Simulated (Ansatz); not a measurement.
# Li on Al(100): change of the work function, part 2 of 5

How does Li on the bridge site change the work function of Al(100) as the layer fills?

Ansatz 0.2.0; plane-wave DFT, PBEsol, Ansatz PAW (the session's first sound run).

So far, work function, upper face (eV): step 2 (the clean slab) 4.37.

**3. The covered slab, k-mesh 4×4×1, coverage 0.111 ML**

System of this step: Li/Al(100). The cell holds 37 atoms: 36 Al and 1 Li. Its edges and angles: a = 8.591 Å, b = 8.591 Å, c = 26.349 Å, α = 90.0°, β = 90.0°, γ = 90.0°. Vacuum lies along c.

The clean slab as it ended is repeated in the plane and the adsorbate is set on one face; the cell's size fixes the coverage, and the k-mesh shrinks with it to keep the sampling density about even. Adsorbate and upper layers relax, since the dipole depends on the height.

Input file input.yaml:

```yaml
crystal:
  lattice:
    - [8.5913473914, 0.0, 0.0]
    - [0.0, 8.5913473914, 0.0]
    - [0.0, 0.0, 26.3493997763]
  atoms:
    - { symbol: Al, position: [0.1666666667, 0.1666666667, 0.3415637577] }
    - { symbol: Al, position: [0.0, 0.0, 0.4184156031] }
    - { symbol: Al, position: [0.1666666667, 0.1666666667, 0.4975698961] }
    - { symbol: Al, position: [0.0, 0.0, 0.575416046] }
    - { symbol: Al, position: [0.1666666667, 0.5, 0.3415637577] }
    - { symbol: Al, position: [0.0, 0.3333333333, 0.4184156031] }
    - { symbol: Al, position: [0.1666666667, 0.5, 0.4975698961] }
    - { symbol: Al, position: [0.0, 0.3333333333, 0.575416046] }
    - { symbol: Al, position: [0.1666666667, 0.8333333333, 0.3415637577] }
    - { symbol: Al, position: [0.0, 0.6666666667, 0.4184156031] }
    - { symbol: Al, position: [0.1666666667, 0.8333333333, 0.4975698961] }
    - { symbol: Al, position: [0.0, 0.6666666667, 0.575416046] }
    - { symbol: Al, position: [0.5, 0.1666666667, 0.3415637577] }
    - { symbol: Al, position: [0.3333333333, 0.0, 0.4184156031] }
    - { symbol: Al, position: [0.5, 0.1666666667, 0.4975698961] }
    - { symbol: Al, position: [0.3333333333, 0.0, 0.575416046] }
    - { symbol: Al, position: [0.5, 0.5, 0.3415637577] }
    - { symbol: Al, position: [0.3333333333, 0.3333333333, 0.4184156031] }
    - { symbol: Al, position: [0.5, 0.5, 0.4975698961] }
    - { symbol: Al, position: [0.3333333333, 0.3333333333, 0.575416046] }
    - { symbol: Al, position: [0.5, 0.8333333333, 0.3415637577] }
    - { symbol: Al, position: [0.3333333333, 0.6666666667, 0.4184156031] }
    - { symbol: Al, position: [0.5, 0.8333333333, 0.4975698961] }
    - { symbol: Al, position: [0.3333333333, 0.6666666667, 0.575416046] }
    - { symbol: Al, position: [0.8333333333, 0.1666666667, 0.3415637577] }
    - { symbol: Al, position: [0.6666666667, 0.0, 0.4184156031] }
    - { symbol: Al, position: [0.8333333333, 0.1666666667, 0.4975698961] }
    - { symbol: Al, position: [0.6666666667, 0.0, 0.575416046] }
    - { symbol: Al, position: [0.8333333333, 0.5, 0.3415637577] }
    - { symbol: Al, position: [0.6666666667, 0.3333333333, 0.4184156031] }
    - { symbol: Al, position: [0.8333333333, 0.5, 0.4975698961] }
    - { symbol: Al, position: [0.6666666667, 0.3333333333, 0.575416046] }
    - { symbol: Al, position: [0.8333333333, 0.8333333333, 0.3415637577] }
    - { symbol: Al, position: [0.6666666667, 0.6666666667, 0.4184156031] }
    - { symbol: Al, position: [0.8333333333, 0.8333333333, 0.4975698961] }
    - { symbol: Al, position: [0.6666666667, 0.6666666667, 0.575416046] }
    - { symbol: Li, position: [0.1666666667, 0.0, 0.6584362423] }
kpoints:
  mp_grid: { grid: [4, 4, 1] }
hamiltonian:
  xc: pbesol
scf:
  occupations: { method: fermi_dirac, width: 0.1 }
  convergence: { dr2_threshold: 1.0e-08 }
efield:
  axis: 3
  dipole_correction: true
  ramp_position: 0.97
  ramp_width: 0.06
relax:
  f_tol: 0.02
  max_steps: 60
  constraints:
    - { sites: [0, 1, 4, 5, 8, 9, 12, 13, 16, 17, 20, 21, 24, 25, 28, 29, 32, 33] }
output:
  bader: true
  write_potential: true
  write_density: true
  volumetric_format: npy
```

Started as:

```sh
ansatz run input.yaml --threads 4 --pin off --max-ram 6144MiB --backend cpu --events-out ev --progress --plain --runs-dir out
```

Numbers of over 12 decimals in the logs are rounded to 6 here.

The program printed:

```text
[...]
Crystal: 37 atoms, lattice volume = 1944.882 Å³
Basis set: ecut = 420 eV, 38089 PW (Γ), exchange–correlation on 120×120×360 points (8 copies of the dense FFT grid, shifted against one another)
Bands: 93, of which v1, the nominal top of the filled ones, is band 56 counted from 1 (55 counted from 0)
Symmetry: 4 space group operations
[...]
k-points: 9 of 16
[...]
SCF iter   1: F=—  HF=-19076.905319 eV  |F-HF|=—  |Δ(HF+E_count)|=         —  Δρ=1.34e-3  dr2=4.25e-1  ethr=1.77e-3  p=0.424 e·Å  D=3.95e-2 V/Å  ΔV_dip=-1.04 eV  dr2_dipole=3.14e-2  V_vac-E_F(+/−)=3.17/4.21 eV  ⟨swp⟩=16.3  Hψ=5805  notcnv=0  defer=8
[...]
SCF iter   8: F=-19076.889688 eV  HF=-19076.889688 eV  |F-HF|=1.16e-8  |Δ(HF+E_count)|=   1.05e-7  Δρ=2.18e-7  dr2=5.48e-9  ethr=9.01e-12  p=0.553 e·Å  D=5.15e-2 V/Å  ΔV_dip=-1.36 eV  dr2_dipole=2.34e-13  V_vac-E_F(+/−)=3.00/4.36 eV  ⟨swp⟩=10.7  Hψ=5297  notcnv=0
SCF 1 converged in 8 iterations: F = -19076.889688 eV  dr2 = 5.48e-9
[...]
relax step   1: F+E_penalty+E_count = -19076.88968848 eV  Δ(F+E_penalty+E_count) = +0.000e0 eV  max|allowed force component| = 4.020e-1 eV/Å  Δτ_max = 0.0000 Å  (8 SCF iters, accepted)
[...]
SCF iter   8: F=-19077.051782 eV  HF=-19077.051782 eV  |F-HF|=1.53e-8  |Δ(HF+E_count)|=   6.08e-8  Δρ=2.48e-7  dr2=6.60e-9  ethr=9.01e-12  p=0.563 e·Å  D=5.23e-2 V/Å  ΔV_dip=-1.38 eV  dr2_dipole=1.11e-11  V_vac-E_F(+/−)=2.98/4.36 eV  ⟨swp⟩=10.7  Hψ=5576  notcnv=0
SCF 2 converged in 8 iterations: F = -19077.051782 eV  dr2 = 6.60e-9
[...]
relax step   2: F+E_penalty+E_count = -19077.05178223 eV  Δ(F+E_penalty+E_count) = -1.621e-1 eV  max|allowed force component| = 1.375e-1 eV/Å  Δτ_max = 0.1938 Å  (8 SCF iters, accepted)
SCF iter   1: F=—  HF=-19077.060988 eV  |F-HF|=—  |Δ(HF+E_count)|=         —  Δρ=6.19e-4  dr2=3.58e-2  ethr=9.41e-4  p=0.563 e·Å  D=5.23e-2 V/Å  ΔV_dip=-1.38 eV  dr2_dipole=1.59e-4  V_vac-E_F(+/−)=2.99/4.37 eV  ⟨swp⟩=5.3  Hψ=2053  notcnv=0  defer=23
[...]
SCF iter   7: F=-19077.062114 eV  HF=-19077.062114 eV  |F-HF|=1.50e-8  |Δ(HF+E_count)|=   1.22e-7  Δρ=2.53e-7  dr2=3.82e-9  ethr=9.01e-12  p=0.529 e·Å  D=4.92e-2 V/Å  ΔV_dip=-1.30 eV  dr2_dipole=2.59e-10  V_vac-E_F(+/−)=3.06/4.36 eV  ⟨swp⟩=9.1  Hψ=5678  notcnv=0
SCF 3 converged in 7 iterations: F = -19077.062114 eV  dr2 = 3.82e-9
relax step   3: F+E_penalty+E_count = -19077.06211447 eV  Δ(F+E_penalty+E_count) = -1.033e-2 eV  max|allowed force component| = 1.827e-2 eV/Å  Δτ_max = 0.1017 Å  (7 SCF iters, accepted)
NSCF: frozen V_eff on 9 k-points
[...]
SCF converged after 7 iterations
Free energy (F): -19077.062114 eV
[...]
Internal energy: -19076.526512 eV  (E = F + TS)
E sigma→0 (E₀):  -19076.794313 eV
Entropy (-TS):   -0.535603 eV (-14.476 meV/atom)
Fermi energy:    -0.078149 eV
Dipole field:    D = 0.049228 V/Å  (p = 0.529103 e·Å, saw-weighted, corrected)
Work function:   Φ+ = 3.0647 eV   Φ− = 4.3618 eV
[...]
--- Forces (eV/Å), atoms counted from 1 ---
  atom   1  Al     0.00000000     0.01156174     0.00473665
  atom   2  Al    -0.01745683     0.00000000     0.01208951
  atom   3  Al     0.00000000     0.00064346    -0.00341941
  atom   4  Al    -0.00538815     0.00000000     0.00169280
  atom   5  Al     0.00000000     0.00000000     0.00251207
  atom   6  Al    -0.00690105     0.02601157    -0.00293500
  atom   7  Al     0.00000000     0.00000000     0.00113936
  atom   8  Al     0.00293106    -0.01326601     0.00844360
  atom   9  Al     0.00000000    -0.01156174     0.00473665
  atom  10  Al    -0.00690105    -0.02601157    -0.00293500
  atom  11  Al     0.00000000    -0.00064346    -0.00341941
  atom  12  Al     0.00293106     0.01326601     0.00844360
  atom  13  Al     0.00103252     0.00645403    -0.00491680
  atom  14  Al     0.01745683     0.00000000     0.01208951
  atom  15  Al    -0.00345483     0.00044441     0.00204882
  atom  16  Al     0.00538815     0.00000000     0.00169280
  atom  17  Al     0.00083933     0.00000000     0.00068084
  atom  18  Al     0.00690105     0.02601157    -0.00293500
  atom  19  Al    -0.00327434     0.00000000     0.00025562
  atom  20  Al    -0.00293106    -0.01326601     0.00844360
  atom  21  Al     0.00103252    -0.00645403    -0.00491680
  atom  22  Al     0.00690105    -0.02601157    -0.00293500
  atom  23  Al    -0.00345483    -0.00044441     0.00204882
  atom  24  Al    -0.00293106     0.01326601     0.00844360
  atom  25  Al    -0.00103252     0.00645403    -0.00491680
  atom  26  Al     0.00000000     0.00000000     0.00074264
  atom  27  Al     0.00345483     0.00044441     0.00204882
  atom  28  Al     0.00000000     0.00000000     0.00282923
  atom  29  Al    -0.00083933     0.00000000     0.00068084
  atom  30  Al     0.00000000     0.05703236    -0.04518637
  atom  31  Al     0.00327434     0.00000000     0.00025562
  atom  32  Al     0.00000000    -0.00113991     0.01112068
  atom  33  Al    -0.00103252    -0.00645403    -0.00491680
  atom  34  Al     0.00000000    -0.05703236    -0.04518637
  atom  35  Al     0.00345483    -0.00044441     0.00204882
  atom  36  Al     0.00000000     0.00113991     0.01112068
  atom  37  Li     0.00000000     0.00000000     0.01826627
  max |Σ_I F_I| component: 7.32e-6 eV/Å
--- Band table (eV; the first three rows and the last of 9) ---
  k-point 0: bands = [... 52 lower, -0.3732, -0.3661, -0.2948, -0.2806, -0.2648, -0.2130, -0.2008, -0.1953, ... 33 higher]
  k-point 1: bands = [... 52 lower, -0.6494, -0.1718, -0.1400, 0.1344, 0.1509, 0.3359, 0.3366, 0.3846, ... 33 higher]
  k-point 2: bands = [... 52 lower, -0.9909, -0.1085, -0.0649, 0.1013, 0.1795, 0.2392, 0.2605, 0.8621, ... 33 higher]
  k-point 8: bands = [... 52 lower, 0.1644, 0.2205, 0.3007, 0.3578, 0.4088, 0.4131, 0.4208, 0.4249, ... 33 higher]
--- Relaxed structure (3 steps of the walk, 3 accepted, 0 SCFs on fresh bases) ---
  F+E_penalty+E_count = -19077.06211447 eV   max|allowed force component| = 1.827e-2 eV/Å
  atoms:
    - { symbol: Al, position: [0.166667, 0.166667, 0.3415637577] }
    - { symbol: Al, position: [1.6666659794015235e-11, 0.0, 0.4184156031] }
    - { symbol: Al, position: [0.166667, 0.168166, 0.493453] }
    - { symbol: Al, position: [-0.00532202, 0.0, 0.566473] }
    - { symbol: Al, position: [0.166667, 0.5, 0.3415637577] }
    - { symbol: Al, position: [1.6666659794015235e-11, 0.3333333333, 0.4184156031] }
    - { symbol: Al, position: [0.166667, 0.5, 0.494443] }
    - { symbol: Al, position: [0.00027566, 0.332725, 0.571382] }
    - { symbol: Al, position: [0.166667, 0.8333333333, 0.3415637577] }
    - { symbol: Al, position: [1.6666659794015235e-11, 0.6666666667, 0.4184156031] }
    - { symbol: Al, position: [0.166667, 0.831834, 0.493453] }
    - { symbol: Al, position: [0.00027566, 0.667275, 0.571382] }
    - { symbol: Al, position: [0.500000, 0.166667, 0.3415637577] }
    - { symbol: Al, position: [0.333333, 0.0, 0.4184156031] }
    - { symbol: Al, position: [0.500879, 0.168692, 0.493368] }
    - { symbol: Al, position: [0.338655, 0.0, 0.566473] }
    - { symbol: Al, position: [0.500000, 0.5, 0.3415637577] }
    - { symbol: Al, position: [0.333333, 0.3333333333, 0.4184156031] }
    - { symbol: Al, position: [0.499874, 0.5, 0.494131] }
    - { symbol: Al, position: [0.333058, 0.332725, 0.571382] }
    - { symbol: Al, position: [0.500000, 0.8333333333, 0.3415637577] }
    - { symbol: Al, position: [0.333333, 0.6666666667, 0.4184156031] }
    - { symbol: Al, position: [0.500879, 0.831308, 0.493368] }
    - { symbol: Al, position: [0.333058, 0.667275, 0.571382] }
    - { symbol: Al, position: [0.833333, 0.166667, 0.3415637577] }
    - { symbol: Al, position: [0.666667, 0.0, 0.4184156031] }
    - { symbol: Al, position: [0.832455, 0.168692, 0.493368] }
    - { symbol: Al, position: [0.666667, 0.0, 0.569872] }
    - { symbol: Al, position: [0.833333, 0.5, 0.3415637577] }
    - { symbol: Al, position: [0.666667, 0.3333333333, 0.4184156031] }
    - { symbol: Al, position: [0.833460, 0.5, 0.494131] }
    - { symbol: Al, position: [0.666667, 0.333673, 0.570711] }
    - { symbol: Al, position: [0.833333, 0.8333333333, 0.3415637577] }
    - { symbol: Al, position: [0.666667, 0.6666666667, 0.4184156031] }
    - { symbol: Al, position: [0.832455, 0.831308, 0.493368] }
    - { symbol: Al, position: [0.666667, 0.666327, 0.570711] }
    - { symbol: Li, position: [0.166667, 0.0, 0.650893] }
--- Bader charges: 37 sites ---
  site symbol  charge [e]  shift [e]
     0     Al      0.0188     0.0000
     1     Al     -0.0172     0.0000
     2     Al     -0.0263     0.0000
     3     Al     -0.3163     0.0002
     4     Al      0.0209     0.0000
     5     Al     -0.0151     0.0000
     6     Al     -0.0175     0.0000
     7     Al     -0.0210     0.0000
     8     Al      0.0188     0.0000
     9     Al     -0.0151     0.0000
    10     Al     -0.0263     0.0000
    11     Al     -0.0210     0.0000
    12     Al      0.0166     0.0000
    13     Al     -0.0172     0.0000
    14     Al     -0.0117     0.0000
    15     Al     -0.3163     0.0002
    16     Al      0.0156     0.0000
    17     Al     -0.0151     0.0000
    18     Al     -0.0151     0.0000
    19     Al     -0.0210     0.0000
    20     Al      0.0166     0.0000
    21     Al     -0.0151     0.0000
    22     Al     -0.0117     0.0000
    23     Al     -0.0210     0.0000
    24     Al      0.0166     0.0000
    25     Al     -0.0140     0.0000
    26     Al     -0.0117     0.0000
    27     Al     -0.0102     0.0000
    28     Al      0.0156     0.0000
    29     Al     -0.0132     0.0000
    30     Al     -0.0151     0.0000
    31     Al     -0.0080     0.0000
    32     Al      0.0166     0.0000
    33     Al     -0.0132     0.0000
    34     Al     -0.0117     0.0000
    35     Al     -0.0080     0.0000
    36     Li      0.8698     0.0005
  estimated error of the sums over rays = 3.6e-4 e
```

The job ended after 2.9 min (4 threads of Arm Neoverse V2, shared host; peak memory 3.8 GiB).

Relaxation path:

| step | energy less that of the first step (eV) | largest force component (eV/Å) |
| --- | --- | --- |
| 1 | 0.0000 | 0.4020 |
| 2 | -0.1621 | 0.1375 |
| 3 | -0.1724 | 0.0183 |

The run keeps the 4 symmetry operations that it works with, so distortions that break them were not tested.

The atoms that moved most (Å):

```csv
atom,dx,dy,dz,length
Al4,-0.046,0.000,-0.236,0.240
Al16,0.046,0.000,-0.236,0.240
Li37,0.000,0.000,-0.199,0.199
Al28,0.000,0.000,-0.146,0.146
Al32,0.000,0.003,-0.124,0.124
Al36,0.000,-0.003,-0.124,0.124
Al15,0.008,0.017,-0.111,0.112
Al27,-0.008,0.017,-0.111,0.112
```

Final coordinates:

```xyz
37
Lattice="8.5913 0.0000 0.0000 0.0000 8.5913 0.0000 0.0000 0.0000 26.3494" Properties=species:S:1:pos:R:3
Al    1.4319    1.4319    9.0000
Al    0.0000    0.0000   11.0250
Al    1.4319    1.4448   13.0022
Al   -0.0457    0.0000   14.9262
Al    1.4319    4.2957    9.0000
Al    0.0000    2.8638   11.0250
Al    1.4319    4.2957   13.0283
Al    0.0024    2.8586   15.0556
Al    1.4319    7.1595    9.0000
Al    0.0000    5.7276   11.0250
Al    1.4319    7.1466   13.0022
Al    0.0024    5.7328   15.0556
Al    4.2957    1.4319    9.0000
Al    2.8638    0.0000   11.0250
Al    4.3032    1.4493   13.0000
Al    2.9095    0.0000   14.9262
Al    4.2957    4.2957    9.0000
Al    2.8638    2.8638   11.0250
Al    4.2946    4.2957   13.0200
Al    2.8614    2.8586   15.0556
Al    4.2957    7.1595    9.0000
Al    2.8638    5.7276   11.0250
Al    4.3032    7.1421   13.0000
Al    2.8614    5.7328   15.0556
Al    7.1595    1.4319    9.0000
Al    5.7276    0.0000   11.0250
Al    7.1519    1.4493   13.0000
Al    5.7276    0.0000   15.0158
Al    7.1595    4.2957    9.0000
Al    5.7276    2.8638   11.0250
Al    7.1605    4.2957   13.0200
Al    5.7276    2.8667   15.0379
Al    7.1595    7.1595    9.0000
Al    5.7276    5.7276   11.0250
Al    7.1519    7.1421   13.0000
Al    5.7276    5.7246   15.0379
Li    1.4319    0.0000   17.1506
```

This step gave:

```yaml
energy_at_zero_smearing: -19076.7943 eV
work_function_upper_face: 3.065 eV
work_function_lower_face: 4.362 eV
dipole_along_the_normal: 0.5291 e·Å
step_between_the_vacuum_levels: -1.297 eV
```

Running mean over 2.025 Å of the planar mean; the ramp of the sawtooth is left out. The electron's electrostatic potential energy less the Fermi level by z:

z (Å), electron's electrostatic potential energy less the Fermi level (eV) and a bar from the least value:
```
      3.5       4.36 ##############################
      4.0       4.36 ##############################
      4.5       4.36 ##############################
      5.0       4.36 ##############################
      5.5       4.34 ##############################
      6.0       4.30 ##############################
      6.5       4.13 #############################
      7.0       3.56 ###########################
      7.5       1.92 ######################
      8.0      -0.50 ##############
      8.5      -2.83 ######
      9.0      -4.18 ##
      9.5      -4.50 #
     10.0      -4.55 #
     10.5      -4.57 
     11.0      -4.60 
     11.5      -4.69 
     12.0      -4.71 
     12.5      -4.70 
     13.0      -4.62 
     13.5      -4.62 
     14.0      -4.62 
     14.5      -4.56 #
     15.0      -4.22 ##
     15.5      -2.97 ######
     16.0      -0.89 #############
     16.5       1.16 ###################
     17.0       2.50 ########################
     17.5       2.83 #########################
     18.0       2.91 #########################
     18.5       3.00 ##########################
     19.0       3.05 ##########################
     19.5       3.06 ##########################
     20.0       3.06 ##########################
     20.5       3.06 ##########################
     21.0       3.06 ##########################
     21.5       3.06 ##########################
     22.0       3.06 ##########################
     22.5       3.06 ##########################
     23.0       3.06 ##########################
```

The relaxation took 3 steps and lowered the energy by 0.17 eV; the largest force on the free atoms ends at 0.018 eV/Å.

The covered face has 3.06 eV, -1.31 eV against the clean one; the bare back face has moved by -0.02 eV, a measure of how thin the slab is.

(Part 2 of 5 ends here.)

[Logs are printed without paths, hosts, clocks, repeated set-up lines and the standing remarks that a program may print on its own settings, such as how far it seeks lower states.]

[Hosts, paths, dates, database ids (printed as entryN), source tags and the programs' standing remarks are cut or masked in the printed files.]

[Maps of the electrostatic potential energy from Ansatz leave out the sawtooth potential of an applied field or a dipole correction, so their vacuum need not be flat; planar profiles and work functions include it.]
